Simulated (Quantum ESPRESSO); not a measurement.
**Collinear magnetic orders of FeSb with Quantum ESPRESSO**

A self-consistent run ends on one state, which hangs on the start. Several orders of FeSb are started in Quantum ESPRESSO and their energies compared.

Calculated with Quantum ESPRESSO 7.5; PBEsol; plane waves with GBRV 1.5 PBEsol potentials, no spin-orbit coupling.

The database entry behind the starting cell differs from later determinations by our own check (0.1 to 0.3 % short, probably kX units), so it need not match the best structure at ambient conditions.

## (1) The structure

The structure is hexagonal, space group P6_3/mmc (No. 194). The conventional cell has a = 4.060 Å, b = 4.060 Å, c = 5.130 Å, α = 90.00°, β = 90.00°, γ = 120.00°. Fe has 2 Fe at 2.56 Å and 6 Sb at 2.67 Å nearest. Sb has 6 Fe at 2.67 Å nearest. Farther neighbours are not listed.

Coordinates:

```
CELL_PARAMETERS angstrom
4.06000 0.00000 0.00000
-2.03000 3.51606 0.00000
0.00000 0.00000 5.13000
ATOMIC_POSITIONS crystal
Fe 0.00000 0.00000 0.00000
Fe 0.00000 0.00000 0.50000
Sb 0.33333 0.66667 0.25000
Sb 0.66667 0.33333 0.75000
```

The cell comes from the Crystallography Open Database.

## (2) Run 1, typed as ferro ++

The signs are those of the starting moments on the seeded atoms, the atoms that are given a moment.

ASE passes magmoms on as starting_magnetization. pw.x reads values of 1 or more as Bohr magnetons; where all are smaller, it reads them as fractions of the valence charge.

pw.py reads:

```python
from ase import Atoms
from ase.calculators.espresso import Espresso, EspressoProfile

atoms = Atoms(['Fe', 'Fe', 'Sb', 'Sb'],
    cell=[[4.06, 0.0, 0.0],
         [-2.03, 3.51606314, 0.0],
         [0.0, 0.0, 5.13]],
    scaled_positions=[[0.0, 0.0, 0.0],
         [0.0, 0.0, 0.5],
         [0.33333333, 0.66666667, 0.25],
         [0.66666667, 0.33333333, 0.75]],
    pbc=True,
    magmoms=[2.8, 2.8, 0.0, 0.0])
input_data = {
    'control': {'calculation': 'scf', 'prefix': 'pwscf', 'outdir': './tmp', 'disk_io': 'nowf'},
    'system': {'ecutwfc': 40.0, 'ecutrho': 280.0, 'nbnd': 43, 'occupations': 'smearing', 'smearing': 'fd', 'degauss': 0.00367493, 'nspin': 2},
    'electrons': {'conv_thr': 8e-09, 'electron_maxstep': 150, 'mixing_beta': 0.3},
}
atoms.calc = Espresso(
    profile=EspressoProfile(command='mpirun -n 4 pw.x -nk 4', pseudo_dir='pseudo'),
    pseudopotentials={'Sb': 'sb_pbesol_v1.4.uspp.F.UPF', 'Fe': 'fe_pbesol_v1.5.uspp.F.UPF'},
    input_data=input_data,
    kpts=(8, 8, 8),
    koffset=(0, 0, 0))
atoms.get_potential_energy()
energy = atoms.calc.results['free_energy']
print(f'free energy: {energy:.6f} eV')
print('site moments (muB):', atoms.get_magnetic_moments().round(3))
```

Started as:

```sh
$ OMP_NUM_THREADS=1 python3 pw.py > pw.log
```

The log of the run:

```text
free energy: -11831.321705 eV
site moments (muB): [ 1.764  1.764 -0.069 -0.069]

--- espresso.pwo ---
Program PWSCF v.7.5 starts

Warning: card &CELL ignored
Warning: card &FCP ignored
Warning: card &RISM ignored

     Message from routine setup:
     using ibrav=0 with symmetry is DISCOURAGED, use correct ibrav instead

     K-points division:     npool     =       4
     Subspace diagonalization in iterative solution of the eigenvalue problem:

     G-vector sticks info
     --------------------
     sticks:   dense  smooth     PW     G-vecs:    dense   smooth      PW
     Sum        1147     649    199                39093    16887    2763

     Using Slab Decomposition

     bravais-lattice index     =            0
     lattice parameter (alat)  =       7.6723  a.u.
     unit-cell volume          =     494.1931 (a.u.)^3
     number of atoms/cell      =            4
     number of atomic types    =            2
     number of electrons       =        62.00
     number of Kohn-Sham states=           43
     kinetic-energy cutoff     =      40.0000  Ry
     charge density cutoff     =     280.0000  Ry
     scf convergence threshold =      8.0E-09
     mixing beta               =       0.3000
     number of iterations used =            8  plain     mixing
     Exchange-correlation= SLA  PW   PSX  PSC
                           (   1   4  10   8   0   0   0)

     celldm(1)=   7.672288  celldm(2)=   0.000000  celldm(3)=   0.000000
     celldm(4)=   0.000000  celldm(5)=   0.000000  celldm(6)=   0.000000

     crystal axes: (cart. coord. in units of alat)
               a(1) = (   1.000000   0.000000   0.000000 )
               a(2) = (  -0.500000   0.866025   0.000000 )
               a(3) = (   0.000000   0.000000   1.263547 )

     reciprocal axes: (cart. coord. in units 2 pi/alat)
               b(1) = (  1.000000  0.577350 -0.000000 )
               b(2) = (  0.000000  1.154701  0.000000 )
               b(3) = (  0.000000 -0.000000  0.791423 )

     PseudoPot. # 1 for Fe read from file:
     fe_pbesol_v1.5.uspp.F.UPF
     Pseudo is Ultrasoft + core correction, Zval = 16.0
     Generated by new atomic code, or converted to UPF format
     Using radial grid of  861 points,  6 beta functions with:
                l(1) =   0
                l(2) =   0
                l(3) =   1
                l(4) =   1
                l(5) =   2
                l(6) =   2
     Q(r) pseudized with  8 coefficients,  rinner =    1.000   1.000   1.000
                                                       1.000   1.000

     PseudoPot. # 2 for Sb read from file:
     sb_pbesol_v1.4.uspp.F.UPF
     Pseudo is Ultrasoft + core correction, Zval = 15.0
     Generated by new atomic code, or converted to UPF format
     Using radial grid of  891 points,  6 beta functions with:
                l(1) =   0
                l(2) =   0
                l(3) =   1
                l(4) =   1
                l(5) =   2
                l(6) =   2
     Q(r) pseudized with  8 coefficients,  rinner =    1.350   1.350   1.350
                                                       1.350   1.350

     atomic species   valence    mass     pseudopotential
     Fe               16.00    55.84500     Fe( 1.00)
     Sb               15.00   121.76000     Sb( 1.00)

     Starting magnetic structure
     atomic species   magnetization
     Fe              0.175
     Sb              0.000

     24 Sym. Ops., with inversion, found (12 have fractional translation)

   Cartesian axes

     site n.     atom                  positions (alat units)
         1        Fe     tau(   1) = (   0.0000000   0.0000000   0.0000000  )
         2        Fe     tau(   2) = (   0.0000000   0.0000000   0.6317734  )
         3        Sb     tau(   3) = (  -0.0000000   0.5773503   0.3158867  )
         4        Sb     tau(   4) = (   0.5000000   0.2886751   0.9476601  )

     number of k points=    50  Fermi-Dirac smearing, width (Ry)=  0.0037
                       cart. coord. in units 2pi/alat
        k(    1) = (   0.0000000   0.0000000   0.0000000), wk =   0.0019531
        k(    2) = (   0.0000000   0.0000000   0.0989279), wk =   0.0039062
        k(    3) = (   0.0000000   0.0000000   0.1978558), wk =   0.0039062
        k(    4) = (   0.0000000   0.0000000   0.2967836), wk =   0.0039062
        k(    5) = (   0.0000000   0.0000000  -0.3957115), wk =   0.0019531
        [... 45 further k-points ...]

     Dense  grid:    39093 G-vectors     FFT dimensions: (  45,  45,  54)

     Smooth grid:    16887 G-vectors     FFT dimensions: (  32,  32,  40)

     Check: negative core charge=   -0.000026
     Generating pointlists ...
     new r_m :   0.2606 (alat units)  1.9994 (a.u.) for type    1
     new r_m :   0.2715 (alat units)  2.0828 (a.u.) for type    2

     Initial potential from superposition of free atoms

     starting charge      58.0000, renormalised to      62.0000
     Starting wfcs are   44 randomized atomic wfcs

     Self-consistent Calculation

     iteration #  1     ecut=    40.00 Ry     beta= 0.30
     Davidson diagonalization with overlap
     ethr =  1.00E-02,  avg # of iterations =  5.7

     total energy              =    -867.84763815 Ry
     estimated scf accuracy    <       8.41158408 Ry

     total magnetization       =     3.55 Bohr mag/cell
     absolute magnetization    =     4.12 Bohr mag/cell

     iteration #  2     ecut=    40.00 Ry     beta= 0.30
     Davidson diagonalization with overlap
     ethr =  1.00E-02,  avg # of iterations =  2.7

     total energy              =    -868.28475353 Ry
     estimated scf accuracy    <      11.06678600 Ry

     total magnetization       =     0.68 Bohr mag/cell
     absolute magnetization    =     1.39 Bohr mag/cell

     iteration #  3     ecut=    40.00 Ry     beta= 0.30
     Davidson diagonalization with overlap
     ethr =  1.00E-02,  avg # of iterations =  1.7

     total energy              =    -869.47037050 Ry
     estimated scf accuracy    <       0.72183706 Ry

     total magnetization       =     3.64 Bohr mag/cell
     absolute magnetization    =     4.24 Bohr mag/cell

     [... further iterations left out ...]

     iteration # 13     ecut=    40.00 Ry     beta= 0.30
     Davidson diagonalization with overlap
     ethr =  1.01E-09,  avg # of iterations =  2.0

     total energy              =    -869.58618216 Ry
     estimated scf accuracy    <       0.00000019 Ry

     total magnetization       =     3.29 Bohr mag/cell
     absolute magnetization    =     3.92 Bohr mag/cell

     iteration # 14     ecut=    40.00 Ry     beta= 0.30
     Davidson diagonalization with overlap
     ethr =  3.06E-10,  avg # of iterations =  1.5

     total energy              =    -869.58618220 Ry
     estimated scf accuracy    <       0.00000002 Ry

     total magnetization       =     3.29 Bohr mag/cell
     absolute magnetization    =     3.92 Bohr mag/cell

     iteration # 15     ecut=    40.00 Ry     beta= 0.30
     Davidson diagonalization with overlap
     ethr =  3.48E-11,  avg # of iterations =  2.6

     total energy              =    -869.58618222 Ry
     estimated scf accuracy    <          8.4E-09 Ry

     total magnetization       =     3.29 Bohr mag/cell
     absolute magnetization    =     3.92 Bohr mag/cell

     iteration # 16     ecut=    40.00 Ry     beta= 0.30
     Davidson diagonalization with overlap
     ethr =  1.36E-11,  avg # of iterations =  2.3

     Magnetic moment per site  (integrated on atomic sphere of radius R)
     atom   1 (R=0.261)  charge= 14.6251  magn=  1.7640
     atom   2 (R=0.261)  charge= 14.6251  magn=  1.7640
     atom   3 (R=0.271)  charge= 12.1532  magn= -0.0689
     atom   4 (R=0.271)  charge= 12.1532  magn= -0.0689

     End of self-consistent calculation

     Number of k-points >= 100: set verbosity='high' to print the bands.

     the Fermi energy is    14.1786 ev

!    total energy              =    -869.58618224 Ry
     estimated scf accuracy    <          2.0E-10 Ry
     smearing contrib. (-TS)   =      -0.00283390 Ry
     internal energy E=F+TS    =    -869.58334834 Ry

     The total energy is F=E-TS. E is the sum of the following terms:
     one-electron contribution =    -440.18332976 Ry
     hartree contribution      =     255.89204960 Ry
     xc contribution           =    -145.15203273 Ry
     ewald contribution        =    -540.14003544 Ry

     total magnetization       =     3.29 Bohr mag/cell
     absolute magnetization    =     3.92 Bohr mag/cell

     convergence has been achieved in  16 iterations

=------------------------------------------------------------------------------=
   JOB DONE.
=------------------------------------------------------------------------------=
```

Run time: 65 s. Hardware: 4 MPI ranks of AMD EPYC 7R43, shared host; peak memory 0.64 GiB; 4.2 min of CPU time.

Spin moment in the atom's sphere by atom:

```tsv
atom	spin moment in the atom's sphere (μB)
Fe1	1.76
Fe2	1.76
Sb3	-0.07
Sb4	-0.07
```

Numbers from this step:

```yaml
smearing_term_ts: 0.03856 eV
magnetization: 3.292 μB
absolute_magnetization: 3.923 μB
final_state: ferromagnetic
```

## (3) Run 2 (antiferro q=(0,1/2,1/2) +−+−)

The cell is doubled to 8 atoms to hold this order. The wavevector q is in fractions of the reciprocal vectors of the crystal's primitive cell, as the cells of these inputs are built from it; moments change sign between cells as cos(2π q·R).

pw.py reads:

```python
from ase import Atoms
from ase.calculators.espresso import Espresso, EspressoProfile

atoms = Atoms(['Fe', 'Fe', 'Fe', 'Fe', 'Sb', 'Sb', 'Sb', 'Sb'],
    cell=[[4.06, 0.0, 0.0],
         [-4.06, 7.03212628, 0.0],
         [-2.03, 3.51606314, 5.13]],
    scaled_positions=[[0.0, 0.0, 0.0],
         [0.0, 0.5, 0.0],
         [0.0, 0.75, 0.5],
         [0.0, 0.25, 0.5],
         [0.33333333, 0.20833333, 0.25],
         [0.33333333, 0.70833333, 0.25],
         [0.66666667, 0.79166667, 0.75],
         [0.66666667, 0.29166667, 0.75]],
    pbc=True,
    magmoms=[2.8, -2.8, 2.8, -2.8, 0.0, 0.0, 0.0, 0.0])
input_data = {
    'control': {'calculation': 'scf', 'prefix': 'pwscf', 'outdir': './tmp', 'disk_io': 'nowf'},
    'system': {'ecutwfc': 40.0, 'ecutrho': 280.0, 'nbnd': 77, 'occupations': 'smearing', 'smearing': 'fd', 'degauss': 0.00367493, 'nspin': 2},
    'electrons': {'conv_thr': 1.6e-08, 'electron_maxstep': 150, 'mixing_beta': 0.3},
}
atoms.calc = Espresso(
    profile=EspressoProfile(command='mpirun -n 4 pw.x -nk 4', pseudo_dir='pseudo'),
    pseudopotentials={'Sb': 'sb_pbesol_v1.4.uspp.F.UPF', 'Fe': 'fe_pbesol_v1.5.uspp.F.UPF'},
    input_data=input_data,
    kpts=(8, 4, 8),
    koffset=(0, 0, 0))
atoms.get_potential_energy()
energy = atoms.calc.results['free_energy']
print(f'free energy: {energy:.6f} eV')
print('site moments (muB):', atoms.get_magnetic_moments().round(3))
```

Started as:

```sh
$ OMP_NUM_THREADS=1 python3 pw.py > pw.log
```

The log of the run:

```text
[banner, memory and clock lines left out]
free energy: -23662.551728 eV
site moments (muB): [ 1.864 -1.864  1.864 -1.864  0.014 -0.014  0.    -0.   ]

--- espresso.pwo ---
Program PWSCF v.7.5 starts

Warning: card &CELL ignored
Warning: card &FCP ignored
Warning: card &RISM ignored

     Message from routine setup:
     using ibrav=0 with symmetry is DISCOURAGED, use correct ibrav instead

     bravais-lattice index     =            0
     lattice parameter (alat)  =       7.6723  a.u.
     unit-cell volume          =     988.3862 (a.u.)^3
     number of atoms/cell      =            8
     number of atomic types    =            3
     number of electrons       =       124.00
     number of Kohn-Sham states=           77
     kinetic-energy cutoff     =      40.0000  Ry
     charge density cutoff     =     280.0000  Ry
     scf convergence threshold =      1.6E-08
     mixing beta               =       0.3000
     number of iterations used =            8  plain     mixing
     Exchange-correlation= SLA  PW   PSX  PSC
                           (   1   4  10   8   0   0   0)

     celldm(1)=   7.672288  celldm(2)=   0.000000  celldm(3)=   0.000000
     celldm(4)=   0.000000  celldm(5)=   0.000000  celldm(6)=   0.000000

     crystal axes: (cart. coord. in units of alat)
               a(1) = (   1.000000   0.000000   0.000000 )
               a(2) = (  -1.000000   1.732051   0.000000 )
               a(3) = (  -0.500000   0.866025   1.263547 )

     reciprocal axes: (cart. coord. in units 2 pi/alat)
               b(1) = (  1.000000  0.577350  0.000000 )
               b(2) = (  0.000000  0.577350 -0.395712 )
               b(3) = (  0.000000 -0.000000  0.791423 )

     PseudoPot. # 1 for Fe read from file:
     fe_pbesol_v1.5.uspp.F.UPF
     Pseudo is Ultrasoft + core correction, Zval = 16.0

     PseudoPot. # 2 for Fe read from file:
     fe_pbesol_v1.5.uspp.F.UPF
     Pseudo is Ultrasoft + core correction, Zval = 16.0

     PseudoPot. # 3 for Sb read from file:
     sb_pbesol_v1.4.uspp.F.UPF
     Pseudo is Ultrasoft + core correction, Zval = 15.0

     atomic species   valence    mass     pseudopotential
     Fe               16.00    55.84500     Fe( 1.00)
     Fe1              16.00    55.84500     Fe( 1.00)
     Sb               15.00   121.76000     Sb( 1.00)

     Starting magnetic structure
     atomic species   magnetization
     Fe              0.175
     Fe1            -0.175
     Sb              0.000

      4 Sym. Ops. (no inversion) found ( 2 have fractional translation)

   Cartesian axes

     site n.     atom                  positions (alat units)
         1        Fe     tau(   1) = (   0.0000000   0.0000000   0.0000000  )
         2        Fe1    tau(   2) = (  -0.5000000   0.8660254   0.0000000  )
         3        Fe     tau(   3) = (  -1.0000000   1.7320508   0.6317734  )
         4        Fe1    tau(   4) = (  -0.5000000   0.8660254   0.6317734  )
         5        Sb     tau(   5) = (  -0.0000000   0.5773503   0.3158867  )
         6        Sb     tau(   6) = (  -0.5000000   1.4433757   0.3158867  )
         7        Sb     tau(   7) = (  -0.5000000   2.0207259   0.9476601  )
         8        Sb     tau(   8) = (  -0.0000000   1.1547005   0.9476601  )

     number of k points=    55  Fermi-Dirac smearing, width (Ry)=  0.0037
                       cart. coord. in units 2pi/alat
        k(    1) = (   0.0000000   0.0000000   0.0000000), wk =   0.0039062
        k(    2) = (   0.0000000   0.0000000   0.0989279), wk =   0.0078125
        k(    3) = (   0.0000000   0.0000000   0.1978558), wk =   0.0078125
        k(    4) = (   0.0000000   0.0000000   0.2967836), wk =   0.0078125
        k(    5) = (   0.0000000   0.0000000  -0.3957115), wk =   0.0039062
        [... 50 further k-points ...]

     Dense  grid:    78109 G-vectors     FFT dimensions: (  45,  96,  72)

     Smooth grid:    33747 G-vectors     FFT dimensions: (  32,  64,  50)

     Check: negative core charge=   -0.000026
     Generating pointlists ...
     new r_m :   0.2606 (alat units)  1.9994 (a.u.) for type    1
     new r_m :   0.2606 (alat units)  1.9994 (a.u.) for type    2
     new r_m :   0.2715 (alat units)  2.0828 (a.u.) for type    3

     Initial potential from superposition of free atoms

     starting charge     115.9999, renormalised to     124.0000
     Starting wfcs are   88 randomized atomic wfcs

     Self-consistent Calculation

     iteration #  1     ecut=    40.00 Ry     beta= 0.30
     Davidson diagonalization with overlap
     ethr =  1.00E-02,  avg # of iterations =  3.4

     total energy              =   -1735.80461811 Ry
     estimated scf accuracy    <      16.56825449 Ry

     total magnetization       =     0.00 Bohr mag/cell
     absolute magnetization    =     8.07 Bohr mag/cell

     iteration #  2     ecut=    40.00 Ry     beta= 0.30
     Davidson diagonalization with overlap
     ethr =  1.00E-02,  avg # of iterations =  3.0

     total energy              =   -1736.67508362 Ry
     estimated scf accuracy    <      21.14277467 Ry

     total magnetization       =    -0.00 Bohr mag/cell
     absolute magnetization    =     2.67 Bohr mag/cell

     [... further iterations left out ...]

     iteration # 16     ecut=    40.00 Ry     beta= 0.30
     Davidson diagonalization with overlap
     ethr =  1.95E-11,  avg # of iterations =  2.8

     total energy              =   -1739.16562603 Ry
     estimated scf accuracy    <       0.00000008 Ry

     total magnetization       =     0.00 Bohr mag/cell
     absolute magnetization    =     8.19 Bohr mag/cell

     iteration # 17     ecut=    40.00 Ry     beta= 0.30
     Davidson diagonalization with overlap
     ethr =  1.95E-11,  avg # of iterations =  1.5

     Magnetic moment per site  (integrated on atomic sphere of radius R)
     atom   1 (R=0.261)  charge= 14.6211  magn=  1.8642
     atom   2 (R=0.261)  charge= 14.6210  magn= -1.8643
     atom   3 (R=0.261)  charge= 14.6211  magn=  1.8642
     atom   4 (R=0.261)  charge= 14.6210  magn= -1.8643
     atom   5 (R=0.271)  charge= 12.1505  magn=  0.0135
     atom   6 (R=0.271)  charge= 12.1505  magn= -0.0135
     atom   7 (R=0.271)  charge= 12.1618  magn=  0.0000
     atom   8 (R=0.271)  charge= 12.1618  magn= -0.0000

     End of self-consistent calculation

     Number of k-points >= 100: set verbosity='high' to print the bands.

     the Fermi energy is    14.1944 ev

!    total energy              =   -1739.16562603 Ry
     estimated scf accuracy    <       0.00000001 Ry
     smearing contrib. (-TS)   =      -0.00482603 Ry
     internal energy E=F+TS    =   -1739.16080000 Ry

     The total energy is F=E-TS. E is the sum of the following terms:
     one-electron contribution =    -880.27196871 Ry
     hartree contribution      =     511.72413820 Ry
     xc contribution           =    -290.33289860 Ry
     ewald contribution        =   -1080.28007089 Ry

     total magnetization       =    -0.00 Bohr mag/cell
     absolute magnetization    =     8.19 Bohr mag/cell

     convergence has been achieved in  17 iterations
```

Wall time 4.8 min (4 MPI ranks); peak memory 1.4 GiB.

Spin moment in the atom's sphere by atom:

```tsv
atom	spin moment in the atom's sphere (μB)
Fe1	1.86
Fe2	-1.86
Fe3	1.86
Fe4	-1.86
Sb5	0.01
Sb6	-0.01
Sb7	0.00
Sb8	0.00
```

Numbers from this step:

| Item | Value |
| --- | --- |
| smearing term TS | 0.06566 eV |
| magnetization | 0 μB |
| absolute magnetization | 8.189 μB |
| final state | antiferromagnetic |

[end of part 1 of 2]

[Logs and program files are shortened in this print: banners, set-up blocks, solver, clock and traceback lines can be left out without a mark of their own.]

[Logs are printed without paths, hosts, clocks, repeated set-up lines and the standing remarks that a program may print on its own settings, such as how far it seeks lower states.]

[Hosts, paths, dates, database ids (printed as entryN), source tags and the programs' standing remarks are cut or masked in the printed files.]

[Where a cell is said to come from a database of computed structures, the database is the Materials Project.]
